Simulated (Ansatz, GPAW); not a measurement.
## A computed optical spectrum

Method: GPAW, PBE, RPA, without spin-orbit coupling, line width 0.15 eV (Lorentzian); metals get a typed carrier damping. The response is along the first axis of the cell.

| E (eV) | Im ε |
| --- | --- |
| 0.00 | 0.00 |
| 0.25 | 0.00 |
| 0.50 | 0.00 |
| 0.75 | 0.00 |
| 1.00 | 0.00 |
| 1.25 | 0.01 |
| 1.50 | 0.01 |
| 1.75 | 0.01 |
| 2.00 | 0.01 |
| 2.25 | 0.01 |
| 2.50 | 0.01 |
| 2.75 | 0.01 |
| 3.00 | 0.02 |
| 3.25 | 0.02 |
| 3.50 | 0.02 |
| 3.75 | 0.03 |
| 4.00 | 0.03 |
| 4.25 | 0.04 |
| 4.50 | 0.05 |
| 4.75 | 0.07 |
| 5.00 | 0.12 |
| 5.25 | 0.24 |
| 5.50 | 0.53 |
| 5.75 | 0.53 |
| 6.00 | 0.70 |
| 6.25 | 0.88 |
| 6.50 | 0.72 |
| 6.75 | 1.18 |
| 7.00 | 1.20 |
| 7.25 | 1.27 |
| 7.50 | 1.94 |
| 7.75 | 2.21 |
| 8.00 | 2.17 |
| 8.25 | 2.55 |
| 8.50 | 2.78 |
| 8.75 | 2.81 |
| 9.00 | 2.66 |
| 9.25 | 1.95 |
| 9.50 | 1.74 |
| 9.75 | 1.75 |
| 10.00 | 1.61 |
| 10.25 | 1.72 |

Question: All candidates were run at this level. Which one is shown?
A. RbZnCl3 (Pm-3m)
B. LiCl (Fm-3m)
C. NaCl (Fm-3m)
D. NaCdCl3 (Pm-3m)

Answer: C. NaCl (Fm-3m): ε∞ = 2.32 along the first axis, strongest peak along the first axis at 8.84 eV. The others: NaCdCl3 (Pm-3m), ε∞ = 2.91 along the first axis, strongest peak along the first axis at 6.97 eV; RbZnCl3 (Pm-3m), ε∞ = 3.39 along the first axis, strongest peak along the first axis at 8.64 eV; LiCl (Fm-3m), ε∞ = 2.73 along the first axis, strongest peak along the first axis at 8.69 eV.

Note: cells built here by substitution need not match a known phase.
